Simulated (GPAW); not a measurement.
# C/Cu(111): work function by functional and basis, part 2 of 2

How far do functional and basis move the work function of C/Cu(111)?

GPAW 26.7.0; GPAW, PAW setups; slab in vacuum, relaxation (the session's first sound run).

So far, upper work function (eV): step 2 (relaxation, PBE, GPAW) 6.95; step 3 (the slab's potential, PBE, GPAW) 6.95; step 4 (OptPBE vdW: xc = "optPBE-vdW", GPAW, PAW setups, GPAW) 7.17.

**5. Self-consistent run: xc = "vdW-DF2"**

The same geometry under vdW-DF2, to see how far the functional moves the levels against the vacuum (the van der Waals functionals take revPBE setups).

run.py

```python
import json
import numpy as np
from ase import Atoms
from gpaw import GPAW, PW

slab = Atoms(
    ['Cu', 'Cu', 'Cu', 'Cu', 'C'],
    positions=[
        [0.00000, 0.00000, 7.00000],
        [1.27633, 0.73689, 9.08423],
        [2.55266, 1.47378, 11.20128],
        [-0.00000, 0.00000, 13.35627],
        [1.27633, 0.73689, 14.78745]],
    cell=[[2.55266, 0.0, 0.0], [1.27633, 2.21066, 0.0], [0.0, 0.0, 21.72049]],
    pbc=[True, True, False])

slab.calc = GPAW(mode=PW(500), xc='vdW-DF2', kpts={'size': (14, 14, 1), 'gamma': True},
                 occupations={'name': 'fermi-dirac', 'width': 0.1}, nbands='160%',
                 convergence={'density': 1e-05}, maxiter=200,
                 poissonsolver={'dipolelayer': 'xy'},
                 symmetry={'tolerance': 1e-3}, txt='slab.txt')
result = {}
energy = slab.get_potential_energy()
fermi = slab.calc.get_fermi_level()
v = slab.calc.get_electrostatic_potential().mean((0, 1)) - fermi
n = slab.calc.get_pseudo_density().mean((0, 1))
L = slab.cell[2, 2]
z = np.arange(len(v)) * L / len(v)
low, high = slab.positions[:, 2].min(), slab.positions[:, 2].max()
below, above = np.interp([low - 4.8, high + 4.8], z, v)
slopes = [np.interp(x, z, np.gradient(v, z)) for x in (low - 4.8, high + 4.8)]
eps = np.array([[slab.calc.get_eigenvalues(k, s) for k in range(len(slab.calc.get_ibz_k_points()))]
                for s in range(slab.calc.get_number_of_spins())]) - fermi
top, bottom = eps[eps < 0].max(), eps[eps > 0].min()
dipole = slab.get_dipole_moment()[2]
print(f'energy {energy:.4f} eV, Fermi level {fermi:.4f} eV, dipole {dipole:.5f} e A')
print(f'potential 4.8 A off the faces, from the Fermi level: lower {below:.4f} eV, upper {above:.4f} eV')
print(f'slope of the potential there: lower {slopes[0]:.5f}, upper {slopes[1]:.5f} eV/A')
print(f'nearest levels on the mesh: {top:.4f} and {bottom:.4f} eV')
print('magnetic moment', round(slab.get_magnetic_moment(), 3))
result.update(energy=energy, fermi=fermi, dipole=dipole, below=below, above=above, slopes=slopes, edges=[top, bottom],
              z=z.tolist(), v=v.tolist(), n=n.tolist(), positions=slab.positions.tolist(),
              forces=slab.get_forces(apply_constraint=False).tolist(), moments=slab.get_magnetic_moments().tolist())
json.dump(result, open('result.json', 'w'))
```

The run is started by

```
$ OMP_NUM_THREADS=1 OPENBLAS_NUM_THREADS=1 python run.py
```

It took 1.9 min on 1 thread of Arm Neoverse V2, shared host; peak memory 0.35 GiB.

Numbers from this step:

| Property | Result |
| --- | --- |
| dipole along the normal | -0.06929 e·Å |
| levels nearest the Fermi level on the mesh | -0.2166, 0.03865 eV from the Fermi level |
| upper work function | 7.350 eV |
| lower work function | 5.110 eV |

The electrostatic potential energy of an electron (without an applied field's), less the Fermi level, planar mean by z:

z (Å), electrostatic potential energy of an electron (without an applied field's), less the Fermi level, planar mean (eV) and a bar from the least value:
```
      0.0        6.2 #############################
      0.5        5.1 ###########################
      1.0        5.1 ###########################
      1.5        5.1 ###########################
      2.0        5.1 ###########################
      2.5        5.1 ###########################
      3.0        5.1 ###########################
      3.5        5.1 ###########################
      4.0        5.1 ###########################
      4.5        5.0 ###########################
      5.0        4.8 ###########################
      5.5        4.0 ##########################
      6.0        1.6 #######################
      6.5       -7.0 ##############
      7.0      -18.8 
      7.5       -7.3 #############
      8.0       -0.5 #####################
      8.5       -5.4 ###############
      9.0      -18.6 
      9.5       -9.9 ##########
     10.0       -0.7 #####################
     10.5       -3.0 ##################
     11.0      -16.3 ###
     11.5      -13.5 ######
     12.0       -1.6 ####################
     12.5       -1.3 ####################
     13.0      -12.4 #######
     13.5      -18.4 
     14.0       -5.8 ###############
     14.5       -9.4 ###########
     15.0       -9.9 ##########
     15.5        3.2 #########################
     16.0        6.5 #############################
     16.5        7.2 ##############################
     17.0        7.3 ##############################
     17.5        7.3 ##############################
     18.0        7.3 ##############################
     18.5        7.3 ##############################
     19.0        7.3 ##############################
     19.5        7.3 ##############################
     20.0        7.3 ##############################
     20.5        7.3 ##############################
     21.0        7.4 ##############################
     21.5        6.9 ##############################
```

The upper face's work function is 7.350 eV, against 6.954 eV in the first plane-wave PBE run at this geometry.

**6. Self-consistent run: xc = "RPBE"**

The same geometry under RPBE, to see how far the functional moves the levels against the vacuum.

Changes to run.py since step 5:

```diff
@@ -16,3 +16,3 @@
 
-slab.calc = GPAW(mode=PW(500), xc='vdW-DF2', kpts={'size': (14, 14, 1), 'gamma': True},
+slab.calc = GPAW(mode=PW(500), xc='RPBE', kpts={'size': (14, 14, 1), 'gamma': True},
                  occupations={'name': 'fermi-dirac', 'width': 0.1}, nbands='160%',
```

The job ended after 98 s (1 thread; peak memory 0.22 GiB).

This step gave:

```yaml
dipole_along_the_normal: -0.06840 e·Å
levels_nearest_the_fermi_level_on_the_mesh: -0.1906, 0.05390 eV from the Fermi level
upper_work_function: 6.837 eV
lower_work_function: 4.627 eV
```

The electrostatic potential energy of an electron (without an applied field's), less the Fermi level, planar mean oscillates, so the rows of the table below give means over windows of 1 Å about each position, cut where the curve ends. Its maxima inside the range that stand out by 2 % of the span (Å: eV): 8.1: -0.243, 10.1: -0.0321, 12.3: -0.0293, 14.2: -4.69, 20.8: 6.84. Its minima: 7.0: -19.1, 9.1: -19.2, 11.2: -19.2, 13.4: -20.0, 14.8: -15.7.

Electrostatic potential energy of an electron (without an applied field's), less the Fermi level, planar mean against z; means over each step:

z (Å), electrostatic potential energy of an electron (without an applied field's), less the Fermi level, planar mean (eV) and a bar from the least value:
```
        0        5.0 ###########################
        1        4.6 ###########################
        2        4.6 ###########################
        3        4.6 ###########################
        4        4.6 ###########################
        5        4.3 ##########################
        6        0.3 #####################
        7      -14.3 
        8       -2.3 #################
        9      -14.3 
       10       -2.4 #################
       11      -13.4 #
       12       -3.6 ###############
       13      -11.8 ####
       14       -8.9 ########
       15       -7.9 #########
       16        5.7 ############################
       17        6.8 ##############################
       18        6.8 ##############################
       19        6.8 ##############################
       20        6.8 ##############################
       21        6.8 ##############################
```

The upper face's work function is 6.837 eV, against 6.954 eV in the first plane-wave PBE run at this geometry.

**7. Self-consistent run: xc = "LDA"**

The same geometry under LDA, to see how far the functional moves the levels against the vacuum.

Changes to run.py since step 6:

```diff
@@ -16,3 +16,3 @@
 
-slab.calc = GPAW(mode=PW(500), xc='RPBE', kpts={'size': (14, 14, 1), 'gamma': True},
+slab.calc = GPAW(mode=PW(500), xc='LDA', kpts={'size': (14, 14, 1), 'gamma': True},
                  occupations={'name': 'fermi-dirac', 'width': 0.1}, nbands='160%',
```

Wall time 1.7 min (1 thread); peak memory 0.22 GiB.

This step gave:

```yaml
dipole_along_the_normal: -0.06357 e·Å
levels_nearest_the_fermi_level_on_the_mesh: -0.1966, 0.05736 eV from the Fermi level
upper_work_function: 7.215 eV
lower_work_function: 5.160 eV
```

The upper face's work function is 7.215 eV, against 6.954 eV in the first plane-wave PBE run at this geometry.

**8. Self-consistent run: xc = "revPBE"**

The same geometry under revPBE, to see how far the functional moves the levels against the vacuum.

Changes to run.py since step 7:

```diff
@@ -16,3 +16,3 @@
 
-slab.calc = GPAW(mode=PW(500), xc='LDA', kpts={'size': (14, 14, 1), 'gamma': True},
+slab.calc = GPAW(mode=PW(500), xc='revPBE', kpts={'size': (14, 14, 1), 'gamma': True},
                  occupations={'name': 'fermi-dirac', 'width': 0.1}, nbands='160%',
```

Run time: 1.7 min. Hardware: 1 thread; peak memory 0.22 GiB.

This step gave:

```yaml
dipole_along_the_normal: -0.06783 e·Å
levels_nearest_the_fermi_level_on_the_mesh: -0.1908, 0.05447 eV from the Fermi level
upper_work_function: 6.842 eV
lower_work_function: 4.650 eV
```

The electrostatic potential energy of an electron (without an applied field's), less the Fermi level, planar mean oscillates, so the rows of the table below give means over windows of 2.08 Å about each position, cut where the curve ends. Its maxima inside the range that stand out by 2 % of the span (Å: eV): 8.1: -0.198, 10.1: 0.0125, 12.3: 0.0132, 14.2: -4.66, 20.8: 6.84. Its minima: 7.0: -19.1, 9.1: -19.2, 11.2: -19.2, 13.4: -19.9, 14.8: -15.7.

Electrostatic potential energy of an electron (without an applied field's), less the Fermi level, planar mean against z; means over each step:

z (Å), electrostatic potential energy of an electron (without an applied field's), less the Fermi level, planar mean (eV) and a bar from the least value:
```
     1.04        4.7 ##########################
     3.12        4.6 ##########################
     5.20        3.5 ########################
     7.28       -8.1 ####
     9.36       -8.2 ####
    11.44       -8.2 ####
    13.52      -10.2 
    15.60       -0.3 #################
    17.68        6.8 ##############################
    19.76        6.8 ##############################
```

The upper face's work function is 6.842 eV, against 6.954 eV in the first plane-wave PBE run at this geometry.

**9. Real-space grid: mode = "fd"**

A real-space grid is a second complete basis, so it checks the plane-wave result.

Changes to run.py since step 8:

```diff
@@ -3,3 +3,3 @@
 from ase import Atoms
-from gpaw import GPAW, PW
+from gpaw import GPAW
 
@@ -16,3 +16,3 @@
 
-slab.calc = GPAW(mode=PW(500), xc='revPBE', kpts={'size': (14, 14, 1), 'gamma': True},
+slab.calc = GPAW(mode='fd', h=0.18, xc='PBE', kpts={'size': (14, 14, 1), 'gamma': True},
                  occupations={'name': 'fermi-dirac', 'width': 0.1}, nbands='160%',
```

It took 4 min on 1 thread; peak memory 0.55 GiB.

Numbers from this step:

```
dipole along the normal                    : -0.06679 e·Å
levels nearest the Fermi level on the mesh : -0.1944, 0.05463 eV from the Fermi level
upper work function                        : 6.954 eV
lower work function                        : 4.797 eV
```

The upper face's work function is 6.954 eV, against 6.954 eV in the first plane-wave PBE run at this geometry.

**10. Atomic orbitals: mode = "lcao"**

Atom-centred orbitals end a few angstrom from the surface, which tests how much the density's tail matters.

Changes to run.py since step 9:

```diff
@@ -16,4 +16,4 @@
 
-slab.calc = GPAW(mode='fd', h=0.18, xc='PBE', kpts={'size': (14, 14, 1), 'gamma': True},
-                 occupations={'name': 'fermi-dirac', 'width': 0.1}, nbands='160%',
+slab.calc = GPAW(mode='lcao', basis='dzp', h=0.18, xc='PBE', kpts={'size': (14, 14, 1), 'gamma': True},
+                 occupations={'name': 'fermi-dirac', 'width': 0.1}, nbands='120%',
                  convergence={'density': 1e-05}, maxiter=200,
```

It took 2.1 min on 1 thread; peak memory 0.23 GiB.

This step gave:

```
dipole along the normal                    : -0.07547 e·Å
levels nearest the Fermi level on the mesh : -0.2445, 0.01161 eV from the Fermi level
upper work function                        : 6.768 eV
lower work function                        : 4.332 eV
```

The upper face's work function is 6.768 eV, against 6.954 eV in the first plane-wave PBE run at this geometry.

**11. Cost and result by level**

Times are for 1 thread of Arm Neoverse V2, shared host. The runs compared:

```
no.         run  upper work function (eV)  lower work function (eV)     time  memory (GiB)
  1          pw                     6.954                     4.800     96 s          0.22
  2  optPBE vdW                     7.166                     4.944  1.7 min          0.35
  3     vdW DF2                     7.350                     5.110  1.9 min          0.35
  4        RPBE                     6.837                     4.627     98 s          0.22
  5         LDA                     7.215                     5.160  1.7 min          0.22
  6      revPBE                     6.842                     4.650  1.7 min          0.22
  7          fd                     6.954                     4.797    4 min          0.55
  8        lcao                     6.768                     4.332  2.1 min          0.23
```

**12. Side by side**

Results and costs are gathered.

This step: comparison of work functions, dipole and cost (GPAW 26.7.0).

Ladder, by row:

```
      step  code  work function, upper (eV)  work function, lower (eV)  dipole (e Å)  wall time (s)  peak memory (GiB)  threads
        pw  GPAW                      6.954                        4.8      -0.06664          95.84               0.22        1
optPBE-vdW  GPAW                      7.166                      4.944      -0.06876          102.4               0.35        1
   vdW-DF2  GPAW                       7.35                       5.11      -0.06929          114.4               0.35        1
      RPBE  GPAW                      6.837                      4.627       -0.0684          98.31               0.22        1
       LDA  GPAW                      7.215                       5.16      -0.06357            101               0.22        1
    revPBE  GPAW                      6.842                       4.65      -0.06783            102               0.22        1
        fd  GPAW                      6.954                      4.797      -0.06679          242.6               0.55        1
      lcao  GPAW                      6.768                      4.332      -0.07547          128.8               0.23        1
```

**13. Results**

```json
{
 "work function, upper and lower face": "6.954 and 4.800 eV",
 "dipole along the normal": "-0.0666 e Å"
}
```

With plane waves and PBE the work function is 6.95 eV on the upper face and 4.80 eV on the lower. The two faces differ by 2.2 eV, the step that the slab's dipole makes (e p/(ε0 A) gives 2.1 eV), so the dipole layer is needed. Over the sound runs of the table the upper face's work function spans 6.768 (lcao) to 7.350 eV (vdW-DF2). Atomic orbitals miss the plane-wave value by -0.19 eV, since they describe the tail of the density in the vacuum poorly. The cell of 5.64 Å² holds one C, started on one chosen site; other sites and coverages weren't tried. The in-plane lattice was kept as typed, which isn't the functional's own and leaves some strain; spin-orbit coupling and temperature are left out.

[Logs are printed without paths, hosts, clocks, repeated set-up lines and the standing remarks that a program may print on its own settings, such as how far it seeks lower states.]

[Hosts, paths, dates, database ids (printed as entryN), source tags and the programs' standing remarks are cut or masked in the printed files.]
